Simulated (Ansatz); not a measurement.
# Ca on Zr(0001): change of the work function

Aim: the work function of Zr(0001) at several coverages of Ca (fcc site), and the dipole that each adsorbate carries.

Program: Ansatz 0.2.0. Level of theory: plane-wave DFT, PBE, Ansatz PAW. Values are calculated unless marked as measured.

## 1. The system as given

The cell holds 4 atoms: 4 Zr. Its edges and angles: a = 3.230 Å, b = 3.230 Å, c = 25.718 Å, α = 90.0°, β = 90.0°, γ = 60.0°. Vacuum lies along c.

## 2. The clean slab

The bare slab comes first, as the zero from which every change is counted. The two lowest layers are held at bulk places and the upper ones relax. The dipole correction removes the false field that a one-sided slab makes across the periodic vacuum, so each face gets a flat vacuum level of its own.

Input file input.yaml:

```yaml
crystal:
  lattice:
    - [3.23, 0.0, 0.0]
    - [1.615, 2.7972620542, 0.0]
    - [0.0, 0.0, 25.718085]
  atoms:
    - { symbol: Zr, position: [0.6666666667, 0.6666666667, 0.3499482951] }
    - { symbol: Zr, position: [0.0, 0.0, 0.449982765] }
    - { symbol: Zr, position: [0.6666666667, 0.6666666667, 0.550017235] }
    - { symbol: Zr, position: [0.0, 0.0, 0.6500517049] }
kpoints:
  mp_grid: { grid: [12, 12, 1] }
hamiltonian:
  xc: pbe
scf:
  occupations: { method: fermi_dirac, width: 0.1 }
  convergence: { dr2_threshold: 1.0e-08 }
efield:
  axis: 3
  dipole_correction: true
  ramp_position: 0.97
  ramp_width: 0.06
relax:
  f_tol: 0.02
  max_steps: 60
  constraints: [{ sites: [0, 1] }]
output:
  write_potential: true
  write_density: true
  volumetric_format: npy
```

On the command line:

```
> ansatz run input.yaml --threads 4 --pin off --max-ram 16384MiB --backend cpu --events-out ev --progress --plain --runs-dir out
```

What it wrote:

```text
Engine: ansatz 0.2.0, aarch64-unknown-linux-gnu
Pseudopotentials: kind: paw
Pseudopotential: Zr, paw, valence charge 12, recommended cutoff 420 eV (normal), Zr.paw.azcp
Functional definition: PBE
  parameter kappa = 0.804
  parameter beta = 0.066725
  exchange = pbe_x(kappa = kappa, mu = beta*pi^2/3)
  correlation = pbe_c(beta = beta)
Crystal: 4 atoms, lattice volume = 232.367 Å³
Basis set: ecut = 420 eV, 4609 PW (Γ), exchange–correlation on 48×48×360 points (8 copies of the dense FFT grid, shifted against one another)
Bands: 29, of which v1, the nominal top of the filled ones, is band 24 counted from 1 (23 counted from 0)
Symmetry: 6 space group operations
k-points: 19 of 144 (time reversal used)
Non-local potential: Zr, projectors of the file, l = 0: 3, l = 1: 2, l = 2: 2, l = 3: 2
PAW form: soft (Blöchl's): semilocal exchange-correlation on the pseudo side does not see the compensation charge
PAW one-centre angular grid: Zr, 590 points (default); XC on 64 Gauss nodes
Initial density: superposition of atomic densities (neutral atoms: chi_scale 0, normalization atom), corrected by the library's trained network
Initial wavefunctions: pseudopotential atomic-orbital guess
Functional: x = pbe(κ = 0.804, μ = 0.219515), c = pbe(β = 0.066725)
SCF iter   1: F=—  HF=-16733.557492 eV  |F-HF|=—  |Δ(HF+E_count)|=         —  Δρ=4.44e-3  dr2=5.33e-1  ethr=1.77e-3  p=-0.000 e·Å  D=-3.08e-14 V/Å  ΔV_dip=0.00 eV  dr2_dipole=1.07e-7  V_vac-E_F(+/−)=4.13/4.13 eV  ⟨swp⟩=5.6  Hψ=5350  notcnv=0
efield: sawtooth ramp at fractional position 0.9700 (set: `efield.ramp_position`, or a place that a band, a saddle search or an elastic batch's reference lends), width 0.0600; the density the first Hamiltonian is built on has a dipole p = -0.000 e·Å; the dipole correction subtracts the counter field D = -3.08e-14 V/Å, which shifts the + side's vacuum level by +0.00 eV against the − side's; the planar-averaged density in the ramp window peaks in size at 2.6e-5 e/Å³
automatic band count: the SCF goes on with 34 bands, as 29 were too few: the levels above may hold too much charge
preconditioner: auto → LDOS  [metal: Δε(μ)=0.039 eV  Ē_g=3.166 eV  σ=0.100 eV  W_gap=0.10  n_scr=16 (ndim 8)  ℏωp=9.7 eV  f_vac=0.521  D(μ)=7.16/eV (n_scr^D=48)  β→1.0]
SCF iter   2: F=—  HF=-16733.547518 eV  |F-HF|=—  |Δ(HF+E_count)|=   9.97e-3  Δρ=1.07e-3  dr2=7.25e-3  ethr=1.11e-3  p=0.000 e·Å  D=1.44e-5 V/Å  ΔV_dip=-0.00 eV  dr2_dipole=5.00e-9  V_vac-E_F(+/−)=4.15/4.15 eV  ⟨swp⟩=1.6  Hψ=814  notcnv=0
SCF iter   3: F=—  HF=-16733.548002 eV  |F-HF|=—  |Δ(HF+E_count)|=   4.84e-4  Δρ=4.15e-4  dr2=2.47e-3  ethr=1.51e-5  p=0.000 e·Å  D=3.77e-6 V/Å  ΔV_dip=-0.00 eV  dr2_dipole=2.24e-8  V_vac-E_F(+/−)=4.17/4.17 eV  ⟨swp⟩=2.7  Hψ=1033  notcnv=0
SCF iter   4: F=—  HF=-16733.548012 eV  |F-HF|=—  |Δ(HF+E_count)|=   9.41e-6  Δρ=1.52e-4  dr2=1.70e-4  ethr=5.15e-6  p=0.000 e·Å  D=2.31e-6 V/Å  ΔV_dip=-0.00 eV  dr2_dipole=6.00e-9  V_vac-E_F(+/−)=4.17/4.17 eV  ⟨swp⟩=1.5  Hψ=817  notcnv=0
SCF iter   5: F=—  HF=-16733.548025 eV  |F-HF|=—  |Δ(HF+E_count)|=   1.33e-5  Δρ=4.96e-5  dr2=8.66e-6  ethr=3.55e-7  p=0.000 e·Å  D=5.85e-7 V/Å  ΔV_dip=-0.00 eV  dr2_dipole=1.25e-10  V_vac-E_F(+/−)=4.18/4.18 eV  ⟨swp⟩=2.2  Hψ=881  notcnv=0
SCF iter   6: F=—  HF=-16733.547888 eV  |F-HF|=—  |Δ(HF+E_count)|=   1.38e-4  Δρ=1.68e-5  dr2=1.31e-6  ethr=1.80e-8  p=0.000 e·Å  D=4.06e-7 V/Å  ΔV_dip=-0.00 eV  dr2_dipole=7.59e-11  V_vac-E_F(+/−)=4.18/4.18 eV  ⟨swp⟩=2.1  Hψ=956  notcnv=0
SCF iter   7: F=—  HF=-16733.547888 eV  |F-HF|=—  |Δ(HF+E_count)|=   6.91e-7  Δρ=5.91e-6  dr2=1.27e-7  ethr=2.72e-9  p=0.000 e·Å  D=1.44e-7 V/Å  ΔV_dip=-0.00 eV  dr2_dipole=3.05e-11  V_vac-E_F(+/−)=4.18/4.18 eV  ⟨swp⟩=2.0  Hψ=906  notcnv=0
SCF iter   8: F=-16733.547888 eV  HF=-16733.547888 eV  |F-HF|=4.81e-8  |Δ(HF+E_count)|=   6.78e-8  Δρ=1.61e-6  dr2=6.80e-9  ethr=2.08e-11  p=0.000 e·Å  D=7.53e-8 V/Å  ΔV_dip=-0.00 eV  dr2_dipole=3.42e-12  V_vac-E_F(+/−)=4.18/4.18 eV  ⟨swp⟩=7.9  Hψ=4634  notcnv=0
SCF 1 converged in 8 iterations: F = -16733.547888 eV  dr2 = 6.80e-9
  greatest PAW one-centre occupation: 0.996 electrons in one spin orbital (limit 2), on the Zr atom at site 3 (counted from 0), in its partial waves of l = 0
relax step   1: F+E_penalty+E_count = -16733.54788850 eV  Δ(F+E_penalty+E_count) = +0.000e0 eV  max|allowed force component| = 6.086e-1 eV/Å  Δτ_max = 0.0000 Å  (8 SCF iters, accepted)
Bands: 34, of which v1, the nominal top of the filled ones, is band 24 counted from 1 (23 counted from 0)
Initial density: handed on by an earlier stage of this run
Initial wavefunctions: those handed on with the density
SCF iter   1: F=—  HF=-16733.682253 eV  |F-HF|=—  |Δ(HF+E_count)|=         —  Δρ=8.16e-3  dr2=2.95e0  ethr=3.10e-3  p=0.000 e·Å  D=1.77e-8 V/Å  ΔV_dip=-0.00 eV  dr2_dipole=4.96e-1  V_vac-E_F(+/−)=4.17/4.17 eV  ⟨swp⟩=3.9  Hψ=1617  notcnv=1
efield: sawtooth ramp at fractional position 0.9700 (set: `efield.ramp_position`, or a place that a band, a saddle search or an elastic batch's reference lends), width 0.0600; the density the first Hamiltonian is built on has a dipole p = 0.000 e·Å; the dipole correction subtracts the counter field D = 1.77e-8 V/Å, which shifts the + side's vacuum level by -0.00 eV against the − side's; the planar-averaged density in the ramp window peaks in size at 6.6e-7 e/Å³
preconditioner: auto → LDOS  [metal: Δε(μ)=0.013 eV  Ē_g=3.209 eV  σ=0.100 eV  W_gap=0.03  n_scr=16 (ndim 8)  ℏωp=9.7 eV  f_vac=0.523  D(μ)=6.61/eV (n_scr^D=36)  β→1.0]
SCF iter   2: F=—  HF=-16733.583613 eV  |F-HF|=—  |Δ(HF+E_count)|=   9.86e-2  Δρ=3.85e-3  dr2=1.51e-1  ethr=3.10e-3  p=0.006 e·Å  D=4.52e-3 V/Å  ΔV_dip=-0.12 eV  dr2_dipole=7.53e-3  V_vac-E_F(+/−)=4.08/4.19 eV  ⟨swp⟩=2.1  Hψ=1007  notcnv=0
SCF iter   3: F=—  HF=-16733.575182 eV  |F-HF|=—  |Δ(HF+E_count)|=   8.43e-3  Δρ=1.72e-3  dr2=3.30e-2  ethr=3.14e-4  p=0.002 e·Å  D=1.91e-3 V/Å  ΔV_dip=-0.05 eV  dr2_dipole=1.60e-3  V_vac-E_F(+/−)=4.14/4.19 eV  ⟨swp⟩=2.1  Hψ=1085  notcnv=0
SCF iter   4: F=—  HF=-16733.570447 eV  |F-HF|=—  |Δ(HF+E_count)|=   4.74e-3  Δρ=3.20e-4  dr2=1.62e-3  ethr=6.87e-5  p=0.003 e·Å  D=2.32e-3 V/Å  ΔV_dip=-0.06 eV  dr2_dipole=6.30e-4  V_vac-E_F(+/−)=4.12/4.18 eV  ⟨swp⟩=2.2  Hψ=884  notcnv=0
SCF iter   5: F=—  HF=-16733.570489 eV  |F-HF|=—  |Δ(HF+E_count)|=   4.20e-5  Δρ=8.70e-5  dr2=4.19e-5  ethr=3.38e-6  p=0.003 e·Å  D=2.22e-3 V/Å  ΔV_dip=-0.06 eV  dr2_dipole=4.77e-12  V_vac-E_F(+/−)=4.13/4.18 eV  ⟨swp⟩=1.8  Hψ=842  notcnv=0
[...]
SCF iter   2: F=—  HF=-16733.588224 eV  |F-HF|=—  |Δ(HF+E_count)|=   1.75e-2  Δρ=1.52e-3  dr2=1.85e-2  ethr=1.00e-3  p=0.000 e·Å  D=1.96e-4 V/Å  ΔV_dip=-0.01 eV  dr2_dipole=1.41e-3  V_vac-E_F(+/−)=4.18/4.18 eV  ⟨swp⟩=2.1  Hψ=746  notcnv=0
SCF iter   3: F=—  HF=-16733.587669 eV  |F-HF|=—  |Δ(HF+E_count)|=   5.55e-4  Δρ=9.07e-4  dr2=7.70e-3  ethr=3.86e-5  p=0.002 e·Å  D=1.21e-3 V/Å  ΔV_dip=-0.03 eV  dr2_dipole=1.54e-4  V_vac-E_F(+/−)=4.15/4.18 eV  ⟨swp⟩=2.0  Hψ=1095  notcnv=0
SCF iter   4: F=—  HF=-16733.586442 eV  |F-HF|=—  |Δ(HF+E_count)|=   1.23e-3  Δρ=2.74e-4  dr2=8.39e-4  ethr=1.60e-5  p=0.001 e·Å  D=8.17e-4 V/Å  ΔV_dip=-0.02 eV  dr2_dipole=2.72e-5  V_vac-E_F(+/−)=4.16/4.18 eV  ⟨swp⟩=2.4  Hψ=905  notcnv=0
SCF iter   5: F=—  HF=-16733.586355 eV  |F-HF|=—  |Δ(HF+E_count)|=   8.77e-5  Δρ=8.20e-5  dr2=6.18e-5  ethr=1.75e-6  p=0.001 e·Å  D=5.20e-4 V/Å  ΔV_dip=-0.01 eV  dr2_dipole=1.66e-7  V_vac-E_F(+/−)=4.17/4.18 eV  ⟨swp⟩=2.2  Hψ=858  notcnv=0
SCF iter   6: F=—  HF=-16733.586338 eV  |F-HF|=—  |Δ(HF+E_count)|=   1.64e-5  Δρ=1.74e-5  dr2=2.75e-6  ethr=1.29e-7  p=0.001 e·Å  D=4.48e-4 V/Å  ΔV_dip=-0.01 eV  dr2_dipole=4.50e-8  V_vac-E_F(+/−)=4.17/4.18 eV  ⟨swp⟩=2.4  Hψ=943  notcnv=0
SCF iter   7: F=—  HF=-16733.586204 eV  |F-HF|=—  |Δ(HF+E_count)|=   1.35e-4  Δρ=3.61e-6  dr2=7.10e-8  ethr=5.74e-9  p=0.001 e·Å  D=4.12e-4 V/Å  ΔV_dip=-0.01 eV  dr2_dipole=1.39e-8  V_vac-E_F(+/−)=4.17/4.18 eV  ⟨swp⟩=2.2  Hψ=939  notcnv=0
SCF iter   8: F=-16733.586204 eV  HF=-16733.586204 eV  |F-HF|=4.02e-9  |Δ(HF+E_count)|=   3.15e-8  Δρ=1.22e-6  dr2=9.25e-9  ethr=2.08e-11  p=0.001 e·Å  D=4.07e-4 V/Å  ΔV_dip=-0.01 eV  dr2_dipole=1.17e-9  V_vac-E_F(+/−)=4.17/4.18 eV  ⟨swp⟩=9.7  Hψ=4357  notcnv=0
SCF 3 converged in 8 iterations: F = -16733.586204 eV  dr2 = 9.25e-9
relax step   3: F+E_penalty+E_count = -16733.58620364 eV  Δ(F+E_penalty+E_count) = -1.585e-2 eV  max|allowed force component| = 5.321e-2 eV/Å  Δτ_max = 0.0631 Å  (8 SCF iters, accepted)
SCF iter   1: F=—  HF=-16733.587047 eV  |F-HF|=—  |Δ(HF+E_count)|=         —  Δρ=4.83e-4  dr2=5.16e-3  ethr=3.16e-4  p=0.001 e·Å  D=4.07e-4 V/Å  ΔV_dip=-0.01 eV  dr2_dipole=1.05e-5  V_vac-E_F(+/−)=4.17/4.18 eV  ⟨swp⟩=2.0  Hψ=1029  notcnv=0
efield: sawtooth ramp at fractional position 0.9700 (set: `efield.ramp_position`, or a place that a band, a saddle search or an elastic batch's reference lends), width 0.0600; the density the first Hamiltonian is built on has a dipole p = 0.001 e·Å; the dipole correction subtracts the counter field D = 4.07e-4 V/Å, which shifts the + side's vacuum level by -0.01 eV against the − side's; the planar-averaged density in the ramp window peaks in size at 5.7e-7 e/Å³
preconditioner: auto → LDOS  [metal: Δε(μ)=0.004 eV  Ē_g=3.183 eV  σ=0.100 eV  W_gap=0.01  n_scr=16 (ndim 8)  ℏωp=9.7 eV  f_vac=0.522  D(μ)=6.82/eV (n_scr^D=48)  β→1.0]
SCF iter   2: F=—  HF=-16733.586756 eV  |F-HF|=—  |Δ(HF+E_count)|=   2.91e-4  Δρ=2.72e-4  dr2=1.00e-3  ethr=1.08e-5  p=0.001 e·Å  D=9.51e-4 V/Å  ΔV_dip=-0.02 eV  dr2_dipole=2.26e-5  V_vac-E_F(+/−)=4.15/4.18 eV  ⟨swp⟩=2.1  Hψ=911  notcnv=0
SCF iter   3: F=—  HF=-16733.586698 eV  |F-HF|=—  |Δ(HF+E_count)|=   5.82e-5  Δρ=8.73e-5  dr2=6.36e-5  ethr=2.09e-6  p=0.001 e·Å  D=6.71e-4 V/Å  ΔV_dip=-0.02 eV  dr2_dipole=7.30e-7  V_vac-E_F(+/−)=4.16/4.18 eV  ⟨swp⟩=2.1  Hψ=839  notcnv=0
SCF iter   4: F=—  HF=-16733.586685 eV  |F-HF|=—  |Δ(HF+E_count)|=   1.23e-5  Δρ=2.43e-5  dr2=2.38e-6  ethr=1.32e-7  p=0.001 e·Å  D=6.62e-4 V/Å  ΔV_dip=-0.02 eV  dr2_dipole=5.91e-9  V_vac-E_F(+/−)=4.16/4.18 eV  ⟨swp⟩=2.1  Hψ=1056  notcnv=0
SCF iter   5: F=—  HF=-16733.586552 eV  |F-HF|=—  |Δ(HF+E_count)|=   1.33e-4  Δρ=6.36e-6  dr2=2.65e-7  ethr=4.97e-9  p=0.001 e·Å  D=6.28e-4 V/Å  ΔV_dip=-0.02 eV  dr2_dipole=9.33e-12  V_vac-E_F(+/−)=4.16/4.18 eV  ⟨swp⟩=2.1  Hψ=870  notcnv=0
SCF iter   6: F=—  HF=-16733.586552 eV  |F-HF|=—  |Δ(HF+E_count)|=   9.86e-8  Δρ=2.51e-6  dr2=6.68e-8  ethr=5.53e-10  p=0.001 e·Å  D=6.03e-4 V/Å  ΔV_dip=-0.02 eV  dr2_dipole=4.39e-9  V_vac-E_F(+/−)=4.16/4.18 eV  ⟨swp⟩=2.4  Hψ=944  notcnv=0
SCF iter   7: F=-16733.586552 eV  HF=-16733.586552 eV  |F-HF|=1.51e-9  |Δ(HF+E_count)|=   6.61e-9  Δρ=9.70e-7  dr2=6.99e-9  ethr=2.08e-11  p=0.001 e·Å  D=5.86e-4 V/Å  ΔV_dip=-0.02 eV  dr2_dipole=4.53e-10  V_vac-E_F(+/−)=4.16/4.18 eV  ⟨swp⟩=7.0  Hψ=4305  notcnv=0
SCF 4 converged in 7 iterations: F = -16733.586552 eV  dr2 = 6.99e-9
relax step   4: F+E_penalty+E_count = -16733.58655243 eV  Δ(F+E_penalty+E_count) = -3.488e-4 eV  max|allowed force component| = 8.148e-3 eV/Å  Δτ_max = 0.0117 Å  (7 SCF iters, accepted)
NSCF: frozen V_eff on 19 k-points
the band table was solved once a step of the walk had ended and its energy, with any forces and stress, was formed, with the checks that follow a solve (2926 applications of the Hamiltonian). They found nothing against the state; the energy, forces and stress were not computed again (output.eigenvalues in the input reference)
WARN: The input density's exchange-correlation potential varies sharply where the density is thin. Do not read a vacuum level from v_tot or v_xc, or from such a field of the output density. On a cell that repeats whose density bears no net charge and no dipole along the vacuum's axis use v_es (v_loc + v_h of the components); under efield.dipole_correction with no amplitude use v_es + v_field, which holds any external [...]
SCF converged after 7 iterations
Free energy (F): -16733.586552 eV
Harris-Foulkes:  -16733.586552 eV  (|F-HF|=1.51e-9)
Internal energy: -16733.365929 eV  (E = F + TS)
E sigma→0 (E₀):  -16733.476241 eV
Entropy (-TS):   -0.220623 eV (-55.156 meV/atom)
Fermi energy:    3.221640 eV
Dipole field:    D = 0.000559 V/Å  (p = 0.000718 e·Å, saw-weighted, corrected)
Work function:   Φ+ = 4.1653 eV   Φ− = 4.1797 eV
Levels:          The Fermi level and band energies are counted from a zero that moves with the ramp; work functions are not
--- Per-component energies (eV) ---
  E_band       = -903.791513
  E_kinetic    = 1326.002277
  E_local      = -39066.160086  (includes V_loc(G=0)·N_el)
  E_nonlocal   = 323.579392
  E_hartree    = 18796.930132
  E_xc         = -642.831300
  E_vxc        = -758.598659  (∫ρ·V_xc dr)
  E_paw        = -11816.668411  (= ΣΔE_a)
  E_vpaw       = -322.475559  (= ΣTr[D̂ρ^β])
  E_aug_tail   = 0.000098  (compensation charges beyond the density's cutoff)
  E_efield     = 0.000000  (sawtooth field / dipole correction)
  E_vefield    = -0.000443  (∫n·V_field dr)
  E_ewald      = 14345.781969
  E_smearing   = -0.220623  (= −TS)
  E_closure    = -0.000000  (closes the sum)
  Σ components = -16733.586552   (vs F -16733.586552, Δ=0.00e0)
--- Forces (eV/Å), atoms counted from 1 ---
  atom   1  Zr     0.00000000    -0.00000000     0.45026784
  atom   2  Zr    -0.00000000     0.00000000    -0.44766617
  atom   3  Zr     0.00000000    -0.00000000    -0.00814803
  atom   4  Zr     0.00000000     0.00000000     0.00554616
  max |Σ_I F_I| component: 2.11e-7 eV/Å
--- Band table (eV; the first three rows and the last of 19) ---
  k-point 0: bands = [... 20 lower, 2.9732, 3.2750, 3.7893, 3.8564, 3.9939, 3.9939, 4.0865, 4.0865, ... 6 higher]
  k-point 1: bands = [... 20 lower, 2.8778, 3.2564, 3.5627, 3.6203, 3.8534, 3.9788, 4.1411, 4.2093, ... 6 higher]
  k-point 2: bands = [... 20 lower, 2.5727, 2.9194, 3.0801, 3.3553, 3.5026, 3.6525, 4.0458, 4.2786, ... 6 higher]
  k-point 18: bands = [... 20 lower, 2.1808, 2.4031, 2.4729, 3.2680, 3.2803, 3.3333, 3.3858, 3.4952, ... 6 higher]
--- Relaxed structure (4 steps of the walk, 4 accepted, 0 SCFs on fresh bases) ---
  F+E_penalty+E_count = -16733.58655243 eV   max|allowed force component| = 8.148e-3 eV/Å
  atoms:
    - { symbol: Zr, position: [0.666667, 0.666667, 0.3499482951] }
    - { symbol: Zr, position: [0.0, 0.0, 0.449982765] }
    - { symbol: Zr, position: [0.666667, 0.666667, 0.553889] }
    - { symbol: Zr, position: [-1.312544e-18, -4.428134e-19, 0.648750] }
```

Run time: 11 s. Hardware: 4 threads of Arm Neoverse V2, shared host; peak memory 0.56 GiB.

Relaxation path:

```tsv
step	energy less that of the first step (eV)	largest force component (eV/Å)
1	0.0000	0.6086
2	-0.0225	0.4689
3	-0.0383	0.0532
4	-0.0387	0.0081
```

Forces are held to the 6 operations that the program found; a distortion that breaks them can't arise in this run.

The atoms that moved most (Å):

```tsv
atom	dx	dy	dz	length
Zr3	0.000	0.000	0.100	0.100
Zr4	0.000	0.000	-0.033	0.033
```

Final coordinates:

```xyz
4
Lattice="3.2300 0.0000 0.0000 1.6150 2.7973 0.0000 0.0000 0.0000 25.7181" Properties=species:S:1:pos:R:3
Zr    3.2300    1.8648    9.0000
Zr    0.0000    0.0000   11.5727
Zr    3.2300    1.8648   14.2450
Zr    0.0000    0.0000   16.6846
```

This step gave:

* energy at zero smearing: -16733.4762 eV
* work function, upper face: 4.165 eV
* dipole along the normal: 7.18e-4 e·Å

Running mean over 2.573 Å of the planar mean; the ramp of the sawtooth is left out. The electron's electrostatic potential energy less the Fermi level by z:

```tsv
z (Å)	electron's electrostatic potential energy less the Fermi level (eV)
3.5	4.18
4.0	4.18
4.5	4.17
5.0	4.15
5.5	4.09
6.0	3.92
6.5	3.43
7.0	2.15
7.5	-1.01
8.0	-5.14
8.5	-7.74
9.0	-8.45
9.5	-8.43
10.0	-8.32
10.5	-8.28
11.0	-8.29
11.5	-8.29
12.0	-8.16
12.5	-7.78
13.0	-7.60
13.5	-7.92
14.0	-8.25
14.5	-8.50
15.0	-9.02
15.5	-9.34
16.0	-9.04
16.5	-8.65
17.0	-8.19
17.5	-6.36
18.0	-2.56
18.5	1.19
19.0	3.09
19.5	3.78
20.0	4.03
20.5	4.12
21.0	4.15
21.5	4.16
22.0	4.16
22.5	4.16
```

The relaxation took 4 steps and lowered the energy by 0.039 eV; the largest force on the free atoms ends at 0.0081 eV/Å.

The work function of the upper face is 4.17 eV.

(Continued in part 2 of 3.)

[Long decimals in the printed logs are rounded to 6 places.]

[Logs are printed without paths, hosts, clocks, repeated set-up lines and the standing remarks that a program may print on its own settings, such as how far it seeks lower states.]

[Hosts, paths, dates, database ids (printed as entryN), source tags and the programs' standing remarks are cut or masked in the printed files.]

[Maps of the electrostatic potential energy from Ansatz leave out the sawtooth potential of an applied field or a dipole correction, so their vacuum need not be flat; planar profiles and work functions include it.]
